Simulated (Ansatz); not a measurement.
An input for Ansatz 0.2.0 (VBiO4 (Clinobisvanite)):

```yaml
crystal:
  lattice:
    - [3.6235830947, -5.8486, 0.0]
    - [3.6235830947, 5.8486, 0.0]
    - [-3.5500110127, 0.0, 3.6473943918]
  atoms:
    - { symbol: V, position: [0.87, 0.13, 0.75] }
    - { symbol: V, position: [0.13, 0.87, 0.25] }
    - { symbol: Bi, position: [0.3665, 0.6335, 0.75] }
    - { symbol: Bi, position: [0.6335, 0.3665, 0.25] }
    - { symbol: O, position: [0.9383, 0.3547, 0.6388] }
    - { symbol: O, position: [0.6453, 0.0617, 0.8612] }
    - { symbol: O, position: [0.0617, 0.6453, 0.3612] }
    - { symbol: O, position: [0.3547, 0.9383, 0.1388] }
    - { symbol: O, position: [0.8113, 0.7099, 0.8796] }
    - { symbol: O, position: [0.2901, 0.1887, 0.6204] }
    - { symbol: O, position: [0.1887, 0.2901, 0.1204] }
    - { symbol: O, position: [0.7099, 0.8113, 0.3796] }
kpoints:
  mp_grid: { grid: [4, 4, 4] }
hamiltonian:
  xc: lda
scf:
  occupations: { method: fixed }
gw:
  n_empty_bands: 847
  ecut_chi: 180.0
  qp_bands: [v4, c4]
  qp_kpoints: band_edges
  screening: { model: godby_needs }
```

```sh
ansatz run input.yaml --threads 3 --pin off --max-ram 92160MiB --backend cuda --events-out ev --progress --plain --runs-dir out --devices 1 --max-vram 13GiB  # rebuilt from the run's record
```

**Question.** How long will it take on 1 × NVIDIA H100 80GB HBM3 (shared by 6 runs) with 3 threads of AMD EPYC 7R13 (Zen 3), shared host, and how much memory?

It took 6.8 min; on shared hardware allow 3.4 min to 14 min. Peak host memory was 9.8 GiB. The sizes that set the cost: 3041 plane waves a state, 24 irreducible k points, 899 bands summed, 841 plane waves in the screening and 9 SCF cycles.

The screening grows as filled bands × empty bands × pairs of k points, times the square of the screening basis for the matrix.

[Paths, hosts, dates, memory and timing lines, banners, echoed tables and standing remarks are left out of the program output.]

[Logs are printed without paths, hosts, clocks, repeated set-up lines and the standing remarks that a program may print on its own settings, such as how far it seeks lower states.]

[Runs of the session that timed out or met a known fault of the program may be left out.]

[Cells called generated may have been cut or substituted from an entry of the Crystallography Open Database or the Materials Project.]

[Hosts, paths, dates, database ids (printed as entryN), source tags and the programs' standing remarks are cut or masked in the printed files.]
